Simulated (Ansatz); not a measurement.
# Reading EPR parameters

A crystal has the composition MSnF6, where M is a 3d element. A calculation (PBE+U, spin-orbit coupling in second variation, Ansatz) gives:

* S: 5/2
* g: 2.0021 (isotropic)
* D, with anisotropic exchange: +563 MHz
* moment in its sphere: 4.56 μB

**Question.** Which ion is it, and why?

The crystal is MnSnF6, space group R-3. The spin sits on Mn, with 6 F at 2.44 Å round it. With the usual charges of the other elements M must be +2. The high-spin ion of that charge with S = 5/2 in this row is Mn²⁺ high-spin d⁵. Low-spin ions are left aside. The shift from the free-electron value is small, as for a half-filled shell without orbital momentum.

[Hosts, paths, dates, database ids (printed as entryN), source tags and the programs' standing remarks are cut or masked in the printed files.]
